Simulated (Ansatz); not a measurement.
# Mg (P6_3/mmc): phonon-mediated transition temperature, part 2 of 2

Wanted: λ, ω_log and Tc of Mg (P6_3/mmc). The cell shown first is a relaxed one, from steps not shown here.

Ansatz 0.2.0; DFT PBE, scalar-relativistic, plane waves, PAW.

So far, coupling constant λ: step 2 (resistivity: q 3×3×1, k 9×9×4, scattering 12×12×8) 0.256. Also log mean phonon energy ħω_log (meV): step 2 19.7.

## 3. Coupling and resistivity: q 3×3×2, k 9×9×6, scattering 18×18×8

The next rung changes the q mesh, which sets the reach of the force constants and couplings; the k mesh of the density and its response; the scattering mesh, which samples the Fermi surface; the phonon self-energy between the q points, now taken in.

input.yaml reads:

```yaml
crystal:
  lattice:
    - [3.2078309355, 0.0, 0.0]
    - [-1.6039154677, 2.7780630812, 0.0]
    - [0.0, 0.0, 5.1520092924]
  atoms:
    - { symbol: Mg, position: [0.3333333333, 0.6666666667, 0.25] }
    - { symbol: Mg, position: [0.6666666667, 0.3333333333, 0.75] }
kpoints:
  mp_grid: { grid: [9, 9, 6] }
hamiltonian:
  xc: pbe
scf:
  occupations: { method: methfessel_paxton, width: 0.2 }
output:
  eigenvalues: true
phonons:
  method: dfpt
  qmesh: [3, 3, 2]
  temperatures: { t_max: 1000, t_step: 50 }
  qpath:
    path:
      - [[0.0, 0.0, 0.0], [0.5, 0.0, 0.0], [0.33333333, 0.33333333, 0.0], [0.0, 0.0, 0.0], [0.0, 0.0, 0.5], [0.5, 0.0, 0.5], [0.33333333, 0.33333333, 0.5], [0.0, 0.0, 0.5]]
      - [[0.5, 0.0, 0.5], [0.5, 0.0, 0.0]]
      - [[0.33333333, 0.33333333, 0.5], [0.33333333, 0.33333333, 0.0]]
    npoints: 10
  electrical_resistivity:
    mesh: [18, 18, 8]
    temperatures: [20.0, 50.0, 80.0, 100.0, 150.0, 200.0, 273.0, 300.0, 400.0, 500.0, 600.0, 800.0]
  superconductivity: { mesh: [18, 18, 8] }
```

Started as:

```bash
ansatz run input.yaml --threads 4 --pin off --max-ram 10240MiB --backend cpu --events-out ev --progress --plain --runs-dir out
```

Numbers of over 12 decimals in the logs are rounded to 6 here.

Output:

```text
[...]
Crystal: 2 atoms, lattice volume = 45.912 Å³
Basis set: ecut = 420 eV, 905 PW (Γ), exchange–correlation on 48×48×72 points (8 copies of the dense FFT grid, shifted against one another)
Bands: 14, of which v1, the nominal top of the filled ones, is band 10 counted from 1 (9 counted from 0)
Symmetry: 24 space group operations
k-points: 48 of 486
[...]
SCF iter   1: F=—  HF=-3847.596129 eV  |F-HF|=—  |Δ(HF+E_count)|=         —  Δρ=1.15e-3  dr2=7.92e-4  ethr=1.77e-3  ⟨swp⟩=5.0  Hψ=3249  notcnv=0
[...]
SCF iter   8: F=-3847.595730 eV  HF=-3847.595730 eV  |F-HF|=3.18e-12  |Δ(HF+E_count)|=  1.39e-10  S|Δr|=    0.00e0  Δρ=6.37e-8  dr2=8.93e-13  ethr=1.00e-12  ⟨swp⟩=4.2  Hψ=2897  notcnv=0
SCF 1 converged in 8 iterations: F = -3847.595730 eV  dr2 = 8.93e-13
[...]
NSCF: frozen V_eff on 48 k-points
[...]
SCF iter   1: F=—  HF=-3847.596129 eV  |F-HF|=—  |Δ(HF+E_count)|=         —  Δρ=1.15e-3  dr2=7.92e-4  ethr=1.77e-3  ⟨swp⟩=5.0  Hψ=3249  notcnv=0
[...]
SCF iter   8: F=-3847.595730 eV  HF=-3847.595730 eV  |F-HF|=2.73e-12  |Δ(HF+E_count)|=  1.39e-10  S|Δr|=    0.00e0  Δρ=6.37e-8  dr2=8.96e-13  ethr=1.00e-12  ⟨swp⟩=2.0  Hψ=2009  notcnv=0
SCF 2 converged in 8 iterations: F = -3847.595730 eV  dr2 = 8.96e-13
[...]
SCF converged after 8 iterations
[...]
Free energy (F): -3847.595730 eV
[...]
Internal energy: -3847.593866 eV  (E = F + TS)
E sigma→0 (E₀):  -3847.595264 eV
Entropy (-TS):   -0.001864 eV (-0.932 meV/atom)
Fermi energy:    5.502641 eV
[...]
--- Band table (eV; the first three rows and the last of 48) ---
  k-point 0: bands = [... 6 lower, -37.0824, -37.0824, -1.2800, 4.0295, 4.5118, 16.4669, 16.4669, 16.5628]
  k-point 1: bands = [... 6 lower, -37.0828, -37.0828, -1.1216, 2.5916, 6.2218, 16.1566, 16.5913, 16.5913]
  k-point 2: bands = [... 6 lower, -37.0837, -37.0837, -0.6481, 1.2195, 8.4096, 13.4927, 16.9333, 16.9333]
  k-point 47: bands = [... 6 lower, -37.0901, -37.0901, 5.8279, 5.8279, 6.3154, 6.3154, 7.1613, 7.1613]
[...]
ASR residual: 5.702e-5 → 0.000e0 eV/Å²; symmetrization residual: 1.689e-10 eV/Å²
  ASR residual per site (eV/Å²): 5.70e-5 5.70e-5
  Γ frequencies (cm⁻¹): 0.00 0.00 0.00 127.30 127.30 262.39
--- Phonons (arbitrary-q DFPT): 6 irreducible q on the 3×3×2 mesh ---
[...]
interpolated dispersion: 93 rows × 6 modes
[...]
--- Electrical resistivity: potentials and phonons of a 3×3×2 supercell ---
[...]
at the Fermi level of each mesh (of a tensor a third of its trace):
[...]
18×18×8                     0.3893              7.1620    0.2279    0.1918          20.311
          9×9×4                     0.3454              6.5940    0.1979    0.1673          21.277
  resistivity on the deck's mesh, µΩ·cm:
[...]
20.00     4.5801e-3              no     4.4758e-3     4.4758e-3     4.7886e-3       1.1586e-2         6.1695e-3
     50.00     1.4331e-1              no     1.3903e-1     1.3903e-1     1.5187e-1       1.9039e-1         1.4601e-1
     80.00     5.3694e-1              no     5.2563e-1     5.2563e-1     5.5957e-1       6.0700e-1         5.6866e-1
    100.00     8.7332e-1              no     8.5754e-1     8.5754e-1     9.0488e-1       9.4183e-1         9.5658e-1
    150.00      1.7572e0              no      1.7309e0      1.7309e0      1.8098e0        1.8068e0          2.0110e0
    200.00      2.6156e0              no      2.5789e0      2.5789e0      2.6891e0        2.6511e0          3.0393e0
    273.00      3.8160e0              no      3.7637e0      3.7637e0      3.9204e0        3.8424e0          4.4691e0
    300.00      4.2493e0              no      4.1912e0      4.1912e0      4.3657e0        4.2745e0          4.9837e0
    400.00      5.8256e0              no      5.7445e0      5.7445e0      5.9877e0        5.8503e0          6.8514e0
    500.00      7.3736e0              no      7.2681e0      7.2681e0      7.5848e0        7.4011e0          8.6830e0
    600.00      8.9031e0              no      8.7712e0      8.7712e0      9.1670e0        8.9347e0          1.0492e1
    800.00      1.1918e1              no      1.1727e1      1.1727e1      1.2300e1        1.1960e1          1.4062e1
[...]
vibrations of 18 cells: unjudged by the run; compare a larger repeat
[...]
at the force constants' own smearing the fine mesh and the k-points of their solves give squared frequencies that differ by 11.6 % of the larger at the most, at (0.3333, 0.3333, 0)
--- Superconductivity: potentials and phonons of a 3×3×2 supercell ---
           mesh         λ    ħω_log (meV)  μ* declared at (meV)
        18×18×8    0.2279          20.311               22.929
          9×9×4    0.1979          21.277               23.282
  λ by the species' shares of the modes' patterns: Mg 0.2279
[...]
0.08      0.017         0.017    none_found    none_found    none_found    none_found     none_found
      0.10      0.003         0.003    none_found    none_found    none_found    none_found     none_found
      0.12      0.000         0.000    none_found    none_found    none_found    none_found     none_found
      0.13      0.000         0.000    none_found    none_found    none_found    none_found     none_found
      0.14      0.000         0.000    none_found    none_found    none_found    none_found     none_found
      0.16      0.000         0.000    none_found    none_found    none_found    none_found     none_found
      0.20          -             -    none_found    none_found    none_found    none_found     none_found
  none_found: no transition down to 0.1 K
[...]
vibrations of 18 cells: unjudged by the run; compare a larger repeat
[...]
```

It took 1.8 min on 4 threads of Intel Xeon Platinum 8488C (Sapphire Rapids), shared host; peak memory 2.3 GiB; 6.9 min of CPU time.

This step gave:

```
zero point energy                                 : 0.06207 eV/cell
highest frequency, solved or plainly interpolated : 262.4 cm⁻¹
Debye temperature (second moment)                 : 321 K
resistivity at 300 K                              : 4.249 μΩ cm, mean of the axes
coupling constant λ                               : 0.2279
density of states at the Fermi level              : 0.3893 states/eV a spin and cell
log mean phonon energy ħω_log                     : 20.31 meV
transport coupling constant λ_tr                  : 0.1905, 0.1905, 0.1944 (xx, yy, zz)
Drude plasma energy                               : 7.182, 7.182, 7.121 eV (xx, yy, zz)
resistivity times mean free path                  : 10.62, 10.62, 11.23 × 10⁻¹⁶ Ω m² (xx, yy, zz)
second-moment phonon energy ħω₂                   : 22.93 meV
coupling λ by branch                              : 0.0212, 0.0286, 0.0302, 0.0338, 0.057, 0.0571 (branches by rank of frequency)
```

An empty cell: under 1 mK by a formula, or no transition down to the floor of the Eliashberg search. Transition temperatures:

```csv
μ*,McMillan Tc (K),Allen–Dynes Tc (K)
0.08,0.0171,0.0172
0.1,0.00262,0.00263
0.12,-,-
0.13,-,-
0.14,-,-
0.16,-,-
0.2,-,-
```

## 4. Coupling and resistivity: q 6×6×3, k 12×12×6, scattering 24×24×12

The next rung changes the q mesh, which sets the reach of the force constants and couplings; the k mesh of the density and its response; the scattering mesh, which samples the Fermi surface.

input.yaml: that of step 3 with these lines changed.

```diff
@@ -9,3 +9,3 @@
 kpoints:
-  mp_grid: { grid: [9, 9, 6] }
+  mp_grid: { grid: [12, 12, 6] }
 hamiltonian:
@@ -18,3 +18,3 @@
   method: dfpt
-  qmesh: [3, 3, 2]
+  qmesh: [6, 6, 3]
   temperatures: { t_max: 1000, t_step: 50 }
@@ -27,4 +27,4 @@
   electrical_resistivity:
-    mesh: [18, 18, 8]
+    mesh: [24, 24, 12]
     temperatures: [20.0, 50.0, 80.0, 100.0, 150.0, 200.0, 273.0, 300.0, 400.0, 500.0, 600.0, 800.0]
-  superconductivity: { mesh: [18, 18, 8] }
+  superconductivity: { mesh: [24, 24, 12] }
```

Output:

```text
[...]
Crystal: 2 atoms, lattice volume = 45.912 Å³
Basis set: ecut = 420 eV, 905 PW (Γ), exchange–correlation on 48×48×72 points (8 copies of the dense FFT grid, shifted against one another)
Bands: 14, of which v1, the nominal top of the filled ones, is band 10 counted from 1 (9 counted from 0)
Symmetry: 24 space group operations
k-points: 76 of 864
[...]
SCF iter   1: F=—  HF=-3847.609376 eV  |F-HF|=—  |Δ(HF+E_count)|=         —  Δρ=9.89e-4  dr2=5.49e-4  ethr=1.77e-3  ⟨swp⟩=5.0  Hψ=5151  notcnv=0
[...]
SCF iter   8: F=-3847.609066 eV  HF=-3847.609066 eV  |F-HF|=2.27e-12  |Δ(HF+E_count)|=  1.03e-10  S|Δr|=    0.00e0  Δρ=7.31e-8  dr2=1.07e-12  ethr=1.00e-12  ⟨swp⟩=5.0  Hψ=3858  notcnv=0
SCF 1 converged in 8 iterations: F = -3847.609066 eV  dr2 = 1.07e-12
[...]
SCF iter   1: F=—  HF=-3847.609376 eV  |F-HF|=—  |Δ(HF+E_count)|=         —  Δρ=9.89e-4  dr2=5.49e-4  ethr=1.77e-3  ⟨swp⟩=5.0  Hψ=5151  notcnv=0
[...]
SCF iter   8: F=-3847.609066 eV  HF=-3847.609066 eV  |F-HF|=2.27e-12  |Δ(HF+E_count)|=  1.03e-10  S|Δr|=    0.00e0  Δρ=7.32e-8  dr2=1.09e-12  ethr=1.00e-12  ⟨swp⟩=3.0  Hψ=2425  notcnv=0
SCF 2 converged in 8 iterations: F = -3847.609066 eV  dr2 = 1.09e-12
[...]
SCF converged after 8 iterations
[...]
Free energy (F): -3847.609066 eV
[...]
Internal energy: -3847.606903 eV  (E = F + TS)
E sigma→0 (E₀):  -3847.608525 eV
Entropy (-TS):   -0.002164 eV (-1.082 meV/atom)
Fermi energy:    5.595379 eV
[...]
--- Band table (eV; the first three rows and the last of 76) ---
  k-point 0: bands = [... 6 lower, -37.0844, -37.0844, -1.2801, 4.0299, 4.5110, 16.4666, 16.4666, 16.5624]
  k-point 1: bands = [... 6 lower, -37.0847, -37.0847, -1.1217, 2.5915, 6.2216, 16.1565, 16.5910, 16.5910]
  k-point 2: bands = [... 6 lower, -37.0857, -37.0857, -0.6482, 1.2194, 8.4094, 13.4926, 16.9330, 16.9330]
  k-point 75: bands = [... 6 lower, -37.0913, -37.0913, 5.8275, 5.8275, 6.3153, 6.3153, 7.1614, 7.1614]
[...]
ASR residual: 6.529e-5 → 0.000e0 eV/Å²; symmetrization residual: 1.685e-10 eV/Å²
  ASR residual per site (eV/Å²): 6.53e-5 6.53e-5
  Γ frequencies (cm⁻¹): 0.00 0.00 0.00 127.04 127.04 256.19
--- Phonons (arbitrary-q DFPT): 14 irreducible q on the 6×6×3 mesh ---
[...]
interpolated dispersion: 93 rows × 6 modes
[...]
--- Electrical resistivity: potentials and phonons of a 6×6×3 supercell ---
[...]
at the Fermi level of each mesh (of a tensor a third of its trace):
[...]
24×24×12                     0.4136              7.3926    0.2479    0.2078          20.193
        12×12×6                     0.4007              6.8746    0.2348    0.2012          20.662
          6×6×3                     0.3579              6.6134    0.2049    0.1747          21.843
  resistivity on the deck's mesh, µΩ·cm:
[...]
20.00     5.0723e-3              no     5.1679e-3     5.1679e-3     4.8811e-3       1.2306e-2         7.0767e-3
     50.00     1.4709e-1              no     1.4893e-1     1.4893e-1     1.4343e-1       1.9396e-1         1.5132e-1
     80.00     5.4480e-1              no     5.5912e-1     5.5912e-1     5.1617e-1       6.1458e-1         5.8195e-1
    100.00     8.8413e-1              no     9.1146e-1     9.1146e-1     8.2947e-1       9.5221e-1         9.7619e-1
    150.00      1.7745e0              no      1.8379e0      1.8379e0      1.6476e0        1.8223e0          2.0459e0
    200.00      2.6358e0              no      2.7342e0      2.7342e0      2.4389e0        2.6682e0          3.0855e0
    273.00      3.8335e0              no      3.9792e0      3.9792e0      3.5419e0        3.8561e0          4.5243e0
    300.00      4.2642e0              no      4.4266e0      4.4266e0      3.9394e0        4.2854e0          5.0404e0
    400.00      5.8244e0              no      6.0447e0      6.0447e0      5.3838e0        5.8451e0          6.9076e0
    500.00      7.3486e0              no      7.6222e0      7.6222e0      6.8015e0        7.3720e0          8.7312e0
    600.00      8.8483e0              no      9.1711e0      9.1711e0      8.2028e0        8.8759e0          1.0527e1
    800.00      1.1789e1              no      1.2199e1      1.2199e1      1.0969e1        1.1828e1          1.4057e1
[...]
vibrations of 108 cells: unjudged by the run; compare a larger repeat
[...]
--- Superconductivity: potentials and phonons of a 6×6×3 supercell ---
           mesh         λ    ħω_log (meV)  μ* declared at (meV)
       24×24×12    0.2479          20.193               22.875
        12×12×6    0.2348          20.662               23.035
          6×6×3    0.2049          21.843               23.466
  λ by the species' shares of the modes' patterns: Mg 0.2479
[...]
0.08      0.047         0.047    none_found    none_found    none_found    none_found     none_found
      0.10      0.011         0.011    none_found    none_found    none_found    none_found     none_found
      0.12      0.001         0.001    none_found    none_found    none_found    none_found     none_found
      0.13      0.000         0.000    none_found    none_found    none_found    none_found     none_found
      0.14      0.000         0.000    none_found    none_found    none_found    none_found     none_found
      0.16      0.000         0.000    none_found    none_found    none_found    none_found     none_found
      0.20      0.000         0.000    none_found    none_found    none_found    none_found     none_found
  none_found: no transition down to 0.1 K
[...]
vibrations of 108 cells: unjudged by the run; compare a larger repeat
[...]
```

The job ended after 14 min (4 threads; peak memory 7.9 GiB; 55 min of CPU time).

This step gave:

| Property | Result |
| --- | --- |
| zero point energy | 0.06248 eV/cell |
| highest frequency, solved or plainly interpolated | 256.2 cm⁻¹ |
| Debye temperature (second moment) | 324 K |
| resistivity at 300 K | 4.264 μΩ cm, mean of the axes |
| coupling constant λ | 0.2479 |
| density of states at the Fermi level | 0.4136 states/eV a spin and cell |
| log mean phonon energy ħω_log | 20.19 meV |
| transport coupling constant λ_tr | 0.2086, 0.2086, 0.206 (xx, yy, zz) |
| Drude plasma energy | 7.265, 7.265, 7.641 eV (xx, yy, zz) |
| resistivity times mean free path | 10.29, 10.29, 9.865 × 10⁻¹⁶ Ω m² (xx, yy, zz) |
| second-moment phonon energy ħω₂ | 22.88 meV |
| coupling λ by branch | 0.0234, 0.0301, 0.0343, 0.0367, 0.0623, 0.061 (branches by rank of frequency) |

An empty cell: under 1 mK by a formula, or no transition down to the floor of the Eliashberg search. Transition temperatures:

```
  μ*  McMillan Tc (K)  Allen–Dynes Tc (K)
0.08           0.0466               0.047
 0.1           0.0109               0.011
0.12          0.00139              0.0014
0.13                -                   -
0.14                -                   -
0.16                -                   -
 0.2                -                   -
```

Table of Eliashberg function α²F by phonon energy; read off at these points:

```csv
phonon energy (meV),α²F,α²F tr
1.0,6.0e-5,0
2.0,6.8e-4,4.1e-4
3.0,0.00214,0.00182
4.0,0.00357,0.00347
5.0,0.00561,0.00551
6.0,0.00756,0.00758
7.0,0.00952,0.00972
8.0,0.0117,0.0122
9.0,0.0140,0.0149
10.0,0.0165,0.0177
11.0,0.0197,0.0213
12.0,0.0234,0.0258
13.0,0.0288,0.0318
14.0,0.0358,0.0392
15.0,0.0466,0.0517
16.0,0.0672,0.0742
17.0,0.0957,0.104
18.0,0.0822,0.0811
19.0,0.0759,0.0691
20.0,0.0858,0.0726
21.0,0.101,0.0818
22.0,0.125,0.100
23.0,0.121,0.0930
24.0,0.157,0.120
25.0,0.173,0.129
26.0,0.176,0.124
27.0,0.237,0.166
28.0,0.433,0.312
28.4,0.552,0.406
29.0,0.415,0.300
30.0,0.119,0.0764
31.0,0.00653,0.00399
```

The coupling constant from the curve is λ = 0.25; modes below 23.8 meV give half. The Eliashberg function α²F (α²F) has its highest peak at 28.4 meV.

## 5. What came out

```yaml
meshes: q 6×6×3, k 12×12×6, scattering 24×24×12
coupling_constant_lambda: 0.248
log_mean_phonon_energy_omega_log: 20.2 meV
allen_dynes_tc_at_mu_star_0p1: 0.011 K
```

What this shows: In the last run (PBE, q 6×6×3, k 12×12×6, scattering 24×24×12), with λ = 0.25 and ħω_log = 20.2 meV, Tc at μ* = 0.13 is under 1 mK by the formulas. Wikipedia's list of superconducting elements holds no transition of Mg at normal pressure, in line with the calculation. In that run Allen and Dynes's formula gives no transition above 0.05 K at μ* = 0.10 or more. By the run's own test λ is not converged in the fine mesh: it moves by 5 % between the two finest, and by up to 13 % in the other runs. The run's transport test calls it not converged in the mesh; ρ(300 K) moves by 43 % in the component that moves most. Over the runs, λ takes the values 0.256, 0.228 and 0.248, in the order shown. μ* is a typed number, phonons are harmonic, and spin fluctuations are left out; with λ this near or under μ*(1 + 0.62 λ), the formulas give Tc only to its order of magnitude, or none.

[Logs are printed without paths, hosts, clocks, repeated set-up lines and the standing remarks that a program may print on its own settings, such as how far it seeks lower states.]

[Hosts, paths, dates, database ids (printed as entryN), source tags and the programs' standing remarks are cut or masked in the printed files.]
